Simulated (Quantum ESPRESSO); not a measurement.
# Collinear magnetic orders of InNi2SbO6 with Quantum ESPRESSO

A self-consistent run ends on one state, which hangs on the start. Several orders of InNi2SbO6 are started in Quantum ESPRESSO and their energies compared.

Program: Quantum ESPRESSO 7.5. Level of theory: PBEsol with U = 6 eV on Ni d (ortho-atomic projectors); plane waves with GBRV 1.5 PBEsol potentials, no spin-orbit coupling. Results are calculated unless marked as measured.

**Measured values to reproduce.**

For Ni2InSbO6, corundum-related ordered chiral polar structure (bulk crystal), “Field-induced magnetic structures in the chiral polar antiferromagnet Ni2InSbO6” (2023, arxiv:2307.09082) quotes earlier work: moment (ordered Ni2+ moment in the helical phase) 1.89 μB [Literature value from earlier neutron diffraction; long-wavelength helical order …].

Most raw output is cut from this account.

**1. Starting point**

The structure is trigonal, space group R3 (No. 146). Conventional cell: a = 5.286 Å, b = 5.286 Å, c = 14.240 Å, α = 90.00°, β = 90.00°, γ = 120.00°. In has 6 O at 2.13 to 2.29 Å nearest. Nearest to Ni lie 6 O at 2.05 to 2.15 Å. Nearest to Ni lie 6 O at 2.08 to 2.16 Å. Nearest to Sb lie 6 O at 2.00 to 2.06 Å. Nearest to O lie 1 Sb at 2.00 Å and 2 Ni at 2.08 to 2.15 Å and 1 In at 2.29 Å. Nearest to O lie 2 Ni at 2.05 to 2.16 Å and 1 Sb at 2.06 Å and 1 In at 2.13 Å. Farther neighbours and most contacts between anions are not listed.

The cell comes from Materials Project 2023-11-01, a database of computed structures, and need not be the stable phase.

**2. Run 1, typed as ferro ++**

The signs are those of the starting moments on the seeded atoms, the atoms that are given a moment.

pw.in

```
&CONTROL
  calculation = 'scf'
  prefix = 'pwscf'
  outdir = './tmp'
  pseudo_dir = './pseudo'
  disk_io = 'nowf'
/
&SYSTEM
  ibrav = 0
  celldm(1) = 8
  nat = 10
  ntyp = 4
  ecutwfc = 40
  ecutrho = 280
  nbnd = 66
  occupations = 'smearing'
  smearing = 'fd'
  degauss = 0.00367493
  nspin = 2
  starting_magnetization(1) = 0
  starting_magnetization(2) = 0.1111
  starting_magnetization(3) = 0
  starting_magnetization(4) = 0
/
&ELECTRONS
  conv_thr = 2d-08
  electron_maxstep = 150
  mixing_beta = 0.3
/
ATOMIC_SPECIES
In    114.8180 in_pbesol_v1.4.uspp.F.UPF
Ni     58.6934 ni_pbesol_v1.4.uspp.F.UPF
Sb    121.7600 sb_pbesol_v1.4.uspp.F.UPF
O      15.9990 o_pbesol_v1.2.uspp.F.UPF
CELL_PARAMETERS alat
   0.6243546544384    0.3604713278128    1.1212377622045
  -0.6243546544384    0.3604713278128    1.1212377622045
   0.0000000000000   -0.7209426556257    1.1212377622045
ATOMIC_POSITIONS crystal
In      0.2056830000    0.2056830000    0.2056830000
Ni      0.9983680000    0.9983680000    0.9983680000
Ni      0.4931743300    0.4931743300    0.4931743300
Sb      0.6959510000    0.6959510000    0.6959510000
O       0.7864580000    0.0838620000    0.4128670000
O       0.0838620000    0.4128670000    0.7864580000
O       0.4128670000    0.7864580000    0.0838620000
O       0.3021400000    0.8828500000    0.6150450000
O       0.8828500000    0.6150450000    0.3021400000
O       0.6150450000    0.3021400000    0.8828500000
K_POINTS automatic
6 6 6 0 0 0
HUBBARD {ortho-atomic}
U Ni-3d 6.0000
```

Command:

```
> OMP_NUM_THREADS=1 mpirun -n 4 pw.x -nk 4 -in pw.in > pw.out
```

It took 3.5 min on 4 MPI ranks of Arm Neoverse V2, shared host; peak memory 0.99 GiB.

Spin moment in the atom's sphere by atom:

| atom | spin moment in the atom's sphere (μB) |
| --- | --- |
| In1 | 0.00 |
| Ni2 | 1.71 |
| Ni3 | 1.71 |
| Sb4 | 0.00 |
| O5 | 0.07 |
| O6 | 0.07 |
| O7 | 0.07 |
| O8 | 0.08 |
| O9 | 0.08 |
| O10 | 0.08 |

This step gave:

```yaml
smearing_term_ts: 7.30e-7 eV
magnetization: 4 μB
absolute_magnetization: 4.073 μB
final_state: ferromagnetic
```

**3. Start 2: antiferro +−**

pw.in: that of step 2 with these lines changed.

```diff
@@ -11,6 +11,6 @@
   nat = 10
-  ntyp = 4
+  ntyp = 5
   ecutwfc = 40
   ecutrho = 280
-  nbnd = 66
+  nbnd = 64
   occupations = 'smearing'
@@ -21,4 +21,5 @@
   starting_magnetization(2) = 0.1111
-  starting_magnetization(3) = 0
+  starting_magnetization(3) = -0.1111
   starting_magnetization(4) = 0
+  starting_magnetization(5) = 0
 /
@@ -31,3 +32,4 @@
 In    114.8180 in_pbesol_v1.4.uspp.F.UPF
-Ni     58.6934 ni_pbesol_v1.4.uspp.F.UPF
+Ni1    58.6934 ni_pbesol_v1.4.uspp.F.UPF
+Ni2    58.6934 ni_pbesol_v1.4.uspp.F.UPF
 Sb    121.7600 sb_pbesol_v1.4.uspp.F.UPF
@@ -40,4 +42,4 @@
 In      0.2056830000    0.2056830000    0.2056830000
-Ni      0.9983680000    0.9983680000    0.9983680000
-Ni      0.4931743300    0.4931743300    0.4931743300
+Ni1     0.9983680000    0.9983680000    0.9983680000
+Ni2     0.4931743300    0.4931743300    0.4931743300
 Sb      0.6959510000    0.6959510000    0.6959510000
@@ -52,2 +54,3 @@
 HUBBARD {ortho-atomic}
-U Ni-3d 6.0000
+U Ni1-3d 6.0000
+U Ni2-3d 6.0000
```

Elapsed: 3.5 min, on 4 MPI ranks; peak memory 1 GiB; 14 min of CPU time.

Spin moment in the atom's sphere by atom:

| atom | spin moment in the atom's sphere (μB) |
| --- | --- |
| In1 | 0.00 |
| Ni2 | 1.69 |
| Ni3 | -1.70 |
| Sb4 | 0.00 |
| O5 | 0.01 |
| O6 | 0.01 |
| O7 | 0.01 |
| O8 | 0.00 |
| O9 | 0.00 |
| O10 | 0.00 |

This step gave:

| Property | Result |
| --- | --- |
| smearing term TS | 5.90e-8 eV |
| magnetization | 0 μB |
| absolute magnetization | 3.82 μB |
| final state | antiferromagnetic |

**4. The states side by side**

An order is kept where moments of 0.15 μB or more survive with the typed signs; meshes match where a doubled cell samples the same k points as the first cell.

Orders:

| start | final state | typed order kept | energy over the lowest (meV a seeded atom) | largest site moment (μB) | net moment (μB a cell of the first run) | mesh matched | CPU time (s) |
| --- | --- | --- | --- | --- | --- | --- | --- |
| ferro ++ | ferromagnetic | yes | 22.03 | 1.711 | 4 | yes | 848.3 |
| antiferro +- | antiferromagnetic | yes | 0 | 1.699 | 0 | yes | 838 |

**5. The lowest state again, with its states saved**

pw.in: that of step 3 with these lines changed.

```diff
@@ -5,3 +5,3 @@
   pseudo_dir = './pseudo'
-  disk_io = 'nowf'
+  disk_io = 'low'
 /
@@ -14,3 +14,3 @@
   ecutrho = 280
-  nbnd = 64
+  nbnd = 68
   occupations = 'smearing'
```

It took 3.7 min on 4 MPI ranks; peak memory 1 GiB; 15 min of CPU time.

This step gave:

- smearing term TS: 5.90e-8 eV
- magnetization: 0 μB
- absolute magnetization: 3.82 μB
- final state: antiferromagnetic
- largest moment: 1.699 μB

**6. Another way to count moments**

projwfc.x projects the saved states on orthogonalised atomic orbitals of the pseudopotential files.

Run time: 4 s. Hardware: 4 MPI ranks; peak memory 0.35 GiB.

| atom | moment in the sphere (μB) | Löwdin moment (μB) | Löwdin charge (e) |
| --- | --- | --- | --- |
| In1 | 0.001 | 0.003 | 11.816 |
| Ni2 | 1.689 | 1.726 | 17.727 |
| Ni3 | -1.699 | -1.736 | 17.693 |
| Sb4 | -0.001 | -0.001 | 12.850 |
| O5 | 0.006 | 0.006 | 6.609 |
| O6 | 0.006 | 0.006 | 6.609 |
| O7 | 0.006 | 0.006 | 6.609 |
| O8 | -0.004 | -0.003 | 6.594 |
| O9 | -0.004 | -0.003 | 6.594 |
| O10 | -0.004 | -0.003 | 6.594 |

**7. Occupations of the corrected shells in the lowest state**

Occupations of the Hubbard shells:

| block | type | shell | spin | electrons | occupation numbers |
| --- | --- | --- | --- | --- | --- |
| 2 | Ni1 | 3d | up | 4.974 | 0.993 0.995 0.995 0.996 0.996 |
| 2 | Ni1 | 3d | down | 3.251 | 0.140 0.140 0.989 0.991 0.991 |
| 3 | Ni2 | 3d | up | 3.242 | 0.135 0.135 0.990 0.991 0.991 |
| 3 | Ni2 | 3d | down | 4.975 | 0.994 0.994 0.994 0.996 0.996 |

**8. What came out**

| Property | Result |
| --- | --- |
| lowest state found | antiferromagnetic (from antiferro +-) |
| largest site moment | 1.70 μB |
| next state with moments | ferromagnetic, 22.0 meV a seeded atom higher |

In words: The largest moment reads 1.70 μB in the sphere and 1.74 μB by Löwdin projection; a site moment hangs on how space is shared out. This is the lowest of 2 collinear or spinless starts, no proof of the ground state. A computed site moment is spin alone and hangs on the region that is counted: the program's spheres do not touch and miss the tail of the moment. Measured moments hold any orbital part as well, and belong to the order of the sample, which need not be the order of this run.

Calculation against experiment:

| quantity | measured | in the sphere | projected shell |
| --- | --- | --- | --- |
| moment (Ni) (μB) | 1.89 | 1.70 (-10.1 %) | 1.73 (-8.3 %) |

Measured values from arxiv:2307.09082 (2023).

How well it matches: For the moment, of the levels listed nearest comes projected shell (-8.3 %) and farthest in the sphere (-10.1 %). No cell relaxation is part of this session.

[Logs and program files are shortened in this print: banners, set-up blocks, solver, clock and traceback lines can be left out without a mark of their own.]

[Logs are printed without paths, hosts, clocks, repeated set-up lines and the standing remarks that a program may print on its own settings, such as how far it seeks lower states.]

[Hosts, paths, dates, database ids (printed as entryN), source tags and the programs' standing remarks are cut or masked in the printed files.]

[Where a cell is said to come from a database of computed structures, the database is the Materials Project.]
